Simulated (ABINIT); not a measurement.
# A GW chain in ABINIT: BaIBr (Pnma), part 2 of 2

Wanted: ground state, empty states, screening and self-energy for BaIBr (Pnma).

ABINIT 10.8.3; PBEsol and many-body steps on it, plane waves. Known limits of the many-body steps: not at the basis limit; no spin-orbit coupling; coarse k mesh.

So far. Step 2 (Ground state): The gap is direct, at Γ. Step 3 (Empty states on the mesh, 2×2×1 mesh, 325 bands): On this mesh the gap is 3.423 eV.

## (4) Screening, 2×2×1 mesh, 297 bands, screening to 89.8 eV

The RPA dielectric matrix is built and inverted for each q.

This step: RPA screening on PBEsol, plane waves, norm-conserving pseudopotentials.

Input file run.abi:

```
acell 3*1.0 Angstrom
rprim 
  8.814460390000 0.000000000000 0.000000000000
  0.000000000000 5.124291030000 0.000000000000
  0.000000000000 0.000000000000 10.191678390000
ntypat 3
znucl 56 53 35
natom 12
typat 1 1 1 1 2 2 2 2 3 3 3 3
xred 
  0.728824540000 0.250000000000 0.375137030000
  0.271175460000 0.750000000000 0.624862970000
  0.771175460000 0.750000000000 0.875137030000
  0.228824540000 0.250000000000 0.124862970000
  0.471610560000 0.250000000000 0.831776550000
  0.528389440000 0.750000000000 0.168223450000
  0.028389440000 0.750000000000 0.331776550000
  0.971610560000 0.250000000000 0.668223450000
  0.856471900000 0.250000000000 0.066685850000
  0.143528100000 0.750000000000 0.933314150000
  0.643528100000 0.750000000000 0.566685850000
  0.356471900000 0.250000000000 0.433314150000
pp_dirpath "pseudos"
pseudos "Ba.upf, I.upf, Br.upf"
ecut 31
ngkpt 2 2 1
nshiftk 1
shiftk 0 0 0
kptopt 1
chksymbreak 0
istwfk *1
occopt 1
irdwfk 1
optdriver 3
nband 297
ecuteps 3.3
inclvkb 2
awtr 1
symchi 1
indata_prefix "in"
outdata_prefix "out"
tmpdata_prefix "tmp"
```

Started as:

```bash
OMP_NUM_THREADS=1 mpirun -n 8 abinit run.abi > log
```

Numbers of over 12 decimals in the logs are rounded to 6 here.

What it wrote:

```text
.Version 10.8.3 of ABINIT. v10.8.2 released Aug 2026.

 Symmetries : space group Pn m a (# 62); Bravais oP (primitive ortho.)
[... echo of the input left out ...]
== DATASET  1 ==================================================================
-   mpi_nproc: 8, omp_nthreads: 1 (-1 if OMP is not activated)

--- !DatasetInfo
iteration_state: {dtset: 1, }
dimensions: {natom: 12, nkpt: 4, mband: 297, nsppol: 1, nspinor: 1, nspden: 1, mpw: 25646, }
cutoff_energies: {ecut:  31.0, pawecutdg:  -1.0, }
electrons: {nelect:   9.60000000E+01, charge:   0.00000000E+00, occopt:   1.00000000E+00, tsmear:   1.00000000E-02, }

 SCREENING: Calculation of the susceptibility and dielectric matrices

 Based on a program developped by R.W. Godby, V. Olevano, G. Onida, and L. Reining.
 Incorporated in ABINIT by V. Olevano, G.-M. Rignanese, and M. Torrent.
.Using double precision arithmetic ; gwpc =  8

[... cell and pseudopotentials left out ...]
--------------------------------------------------------------------------------

 ==== K-mesh for the wavefunctions ====
 Number of points in the irreducible wedge :     4
[... list of points left out ...]
 Together with  8 symmetry operations and time-reversal symmetry
 yields     4 points in the full Brillouin Zone.

 ==== Q-mesh for the screening function ====
 Number of points in the irreducible wedge :     4
[... list of points left out ...]
 Together with  8 symmetry operations and time-reversal symmetry
 yields     4 points in the full Brillouin Zone.

 setmesh: FFT mesh size selected  =    60x   36x   72
          total number of points  =       155520

 vcoul_init : cutoff-mode = AUXILIARY_FUNCTION
 q-points for optical limit:   1
     1)      0.000010    0.000020    0.000030

- screening: taking advantage of time-reversal symmetry
- Maximum band index for partially occupied states nbvw = 48
- Remaining bands to be divided among processors   nbcw = 249
- Number of bands treated by each node ~31

 Number of electrons calculated from density =   96.0000; Expected =   96.0000
 average of density, n =  0.030903
 r_s =    1.9768
 omega_plasma =   16.9572 [eV]

 calculating chi0 at frequencies [eV] :
  1    0.000000E+00    0.000000E+00
  2    0.000000E+00    1.695725E+01

--------------------------------------------------------------------------------
  q-point number  1        q = ( 0.000000, 0.000000, 0.000000) [r.l.u.]
--------------------------------------------------------------------------------
[... chi0 elements left out ...]
 For q-point:  0.000010 0.000020 0.000030
  dielectric constant =   4.0967
  dielectric constant without local fields =   4.8442

  Average fulfillment of the sum rule on Im[epsilon] for q-point    1 :     82.49  [%]
[... wings left out ...]
  q-point number  2        q = ( 0.500000, 0.000000, 0.000000) [r.l.u.]
--------------------------------------------------------------------------------
[... chi0 elements left out ...]
  Average fulfillment of the sum rule on Im[epsilon] for q-point    2 :     88.42  [%]

 [... 2 further q-points ...]
```

The job ended after 5.7 min (8 MPI ranks of Arm Neoverse V2, shared host; peak memory 11 GiB; 46 min of CPU time).

Numbers from this step:

- ε∞ with local fields, on this mesh, along the program's q direction: 4.097
- the same without local fields: 4.844
- plasma frequency: 16.96 eV
- plane waves in the screening matrix: 873

Local fields lower ε∞ by 15 %. On a Γ-centred mesh this coarse the value itself is usually too large, while a short band sum pulls it down.

## (5) Self-energy, 2×2×1 mesh, 297 bands, screening to 89.8 eV

The self-energy is evaluated for the states that the input lists, and the levels follow from it, in one-shot runs by the linearised quasiparticle equation.

This step: G0W0 on PBEsol, plane waves, norm-conserving pseudopotentials.

Edit run.abi of step 4 so:

```diff
@@ -33,8 +33,15 @@
 irdwfk 1
-optdriver 3
+optdriver 4
 nband 297
+gwcalctyp 0
+ecutsigx 31
+symsigma 1
+nkptgw 1
+kptgw 
+  0.0000000000 0.0000000000 0.0000000000
+bdgw 
+  47 50
 ecuteps 3.3
-inclvkb 2
-awtr 1
-symchi 1
+irdscr 1
+ppmodel 1
 indata_prefix "in"
```

What it wrote:

```text
.Version 10.8.3 of ABINIT. v10.8.2 released Aug 2026.

 Symmetries : space group Pn m a (# 62); Bravais oP (primitive ortho.)
[... echo of the input left out ...]
== DATASET  1 ==================================================================
-   mpi_nproc: 8, omp_nthreads: 1 (-1 if OMP is not activated)

--- !DatasetInfo
iteration_state: {dtset: 1, }
dimensions: {natom: 12, nkpt: 4, mband: 297, nsppol: 1, nspinor: 1, nspden: 1, mpw: 25646, }
cutoff_energies: {ecut:  31.0, pawecutdg:  -1.0, }
electrons: {nelect:   9.60000000E+01, charge:   0.00000000E+00, occopt:   1.00000000E+00, tsmear:   1.00000000E-02, }

 SIGMA: Calculation of the GW corrections

 Based on a program developped by R.W. Godby, V. Olevano, G. Onida, and L. Reining.
 Incorporated in ABINIT by V. Olevano, G.-M. Rignanese, and M. Torrent.
.Using double precision arithmetic ; gwpc =  8

[... cell and pseudopotentials left out ...]
--------------------------------------------------------------------------------

 ==== K-mesh for the wavefunctions ====
 Number of points in the irreducible wedge :     4
[... list of points left out ...]
 Together with  8 symmetry operations and time-reversal symmetry
 yields     4 points in the full Brillouin Zone.

 ==== Q-mesh for screening function ====
 Number of points in the irreducible wedge :     4
[... list of points left out ...]
 Together with  8 symmetry operations and time-reversal symmetry
 yields     4 points in the full Brillouin Zone.

 vcoul_init : cutoff-mode = AUXILIARY_FUNCTION
 q-points for optical limit:   1
     1)      0.000010    0.000020    0.000030
 setmesh: FFT mesh size selected  =    90x   50x  100
          total number of points  =       450000

 Number of electrons calculated from density =   96.0000; Expected =   96.0000
 average of density, n =  0.030903
 r_s =    1.9768
 omega_plasma =   16.9572 [eV]

 === KS Band Gaps ===
  >>>> For spin  1
   Minimum direct gap =   3.4236 [eV], located at k-point      :   0.0000  0.0000  0.0000
   Fundamental gap    =   3.4236 [eV], Top of valence bands at :   0.0000  0.0000  0.0000
                                       Bottom of conduction at :   0.0000  0.0000  0.0000
 SIGMA fundamental parameters:
 PLASMON POLE MODEL  1
 number of plane-waves for SigmaX                25569
 number of plane-waves for SigmaC and W            873
 number of plane-waves for wavefunctions         25569
 number of bands                                   297
 number of independent spin polarizations            1
 number of spinorial components                      1
 number of k-points in IBZ                           4
 number of q-points in IBZ                           4
 number of symmetry operations                       8
 number of k-points in BZ                            4
 number of q-points in BZ                            4
 number of frequencies for dSigma/dE                 9
 frequency step for dSigma/dE [eV]                0.25
 number of omega for Sigma on real axis              0
 max omega for Sigma on real axis  [eV]           0.00
 zcut for avoiding poles [eV]                     0.10

 EPSILON^-1 parameters (SCR file):
 dimension of the eps^-1 matrix on file            873
 dimension of the eps^-1 matrix used               873
 number of plane-waves for wavefunctions         25569
 number of bands                                   297
 number of q-points in IBZ                           4
 number of frequencies                               2
 number of real frequencies                          1
 number of imag frequencies                          1

 matrix elements of self-energy operator (all in [eV])

 Perturbative Calculation

--- !SelfEnergy_ee
iteration_state: {dtset: 1, }
kpoint     : [   0.000,    0.000,    0.000, ]
spin       : 1
KS_gap     :    3.424
QP_gap     :    4.987
Delta_QP_KS:    1.563
data: !SigmaeeData |
     Band     E0 <VxcDFT>   SigX SigC(E0)      Z dSigC/dE  Sig(E)    E-E0       E
       47   2.175 -11.876 -14.652   2.065   0.812  -0.232 -12.453  -0.577   1.598
       48   2.303 -11.707 -14.544   2.091   0.817  -0.224 -12.317  -0.610   1.692
       49   5.726  -8.190  -4.046  -3.002   0.835  -0.198  -7.237   0.953   6.679
       50   6.287  -8.025  -3.732  -3.120   0.841  -0.189  -7.037   0.988   7.275

== END DATASET(S) ==============================================================
================================================================================

 -outvars: echo values of variables after computation  --------
           etotal      0.0000000000E+00
            nband         297
             nkpt           4
          spgroup          62
 [... the other variables as echoed above ...]

 Calculation completed.
```

Run time: 24 s. Hardware: 8 MPI ranks; peak memory 5.8 GiB; 3.2 min of CPU time.

This step gave:

```yaml
g0w0_gap_on_the_points_computed: 4.987 eV
starting_gap_on_the_mesh: 3.423 eV
k_of_the_valence_top: 0, 0, 0
k_of_the_conduction_bottom: 0, 0, 0
z_at_the_valence_top: 0.817
z_at_the_conduction_bottom: 0.835
least_direct_g0w0_gap_on_the_computed_points: 4.987 eV
```

The gap on the mesh goes from 3.42 eV to 4.99 eV, a correction of +1.56 eV.

Limits: finite bands, cutoff and mesh; no spin-orbit coupling; coarse k mesh. v1 is the top filled band, c1 the lowest empty one. Levels before and after the correction, in eV, zero at the valence-band top of each column:

```
           conduction bottom  valence top
Kohn-Sham               3.42         0.00
     G0W0               4.99         0.00
```

```
           level  energy (eV)
Kohn-Sham   Γ v2       -0.128
Kohn-Sham   Γ v1        0.000
Kohn-Sham   Γ c1        3.423
Kohn-Sham   Γ c2        3.984
     G0W0   Γ v2       -0.094
     G0W0   Γ v1        0.000
     G0W0   Γ c1        4.987
     G0W0   Γ c2        5.583
```

## (6) Where the time went

Times are wall times on the hardware named with each run, good to a factor of about two.

```
                    step     time  share  memory (GiB)
            ground state    3 min   19 %           1.6
empty states on the mesh  6.3 min   41 %           1.3
               screening  5.7 min   37 %            11
             self-energy     24 s    3 %           5.8
```

## (7) What came out

```json
{"PBEsol gap": "3.42 eV, direct", "G0W0 gap on the mesh": "4.99 eV", "GW settings": "2×2×1 mesh, 297 bands, screening to 89.8 eV, Godby-Needs plasmon pole", "known limits": "not at the basis limit; no spin-orbit coupling; coarse k mesh"}
```

**Reading.** G0W0 moves the gap on the mesh from 3.42 eV to 4.99 eV (+1.56 eV), with Z of 0.82 and 0.83 at the edges. Local fields lower the RPA ε∞ on this mesh from 4.84 to 4.10; a Γ-centred mesh this coarse tends to raise both, most where the direct gap is narrow, while a short band sum lowers them. Only 1 of the mesh's irreducible points was corrected, so a valley elsewhere could overtake. Bands and cutoff are finite, so the gap is not at the basis limit. The miss can reach some tenths of an eV and take either sign; the mesh is an error of its own. In the G0W0 run levels were corrected at 1 k point alone, so a gap called «on the mesh» is the least over those, and an edge elsewhere would be missed. The 2×2×1 mesh is coarse for this cell, which bears on the long-range parts of exchange and screening. The many-body steps are scalar-relativistic: spin-orbit coupling is not in them.

[Paths, hosts, dates, memory and timing lines, banners, echoed tables and standing remarks are left out of the program output.]

[Logs are printed without paths, hosts, clocks, repeated set-up lines and the standing remarks that a program may print on its own settings, such as how far it seeks lower states.]

[Runs of the session that timed out or met a known fault of the program may be left out.]

[Hosts, paths, dates, database ids (printed as entryN), source tags and the programs' standing remarks are cut or masked in the printed files.]

[G0W0 gaps are taken among the corrected bands and points alone; a level outside them can change the order at an edge.]

[Where Ansatz stands beside ABINIT at settings called matched, ABINIT's density can come from a denser mesh and the files from another edition; pairs whose starting gaps differed by over 0.03 eV were left out, so agreement reads better than it is.]
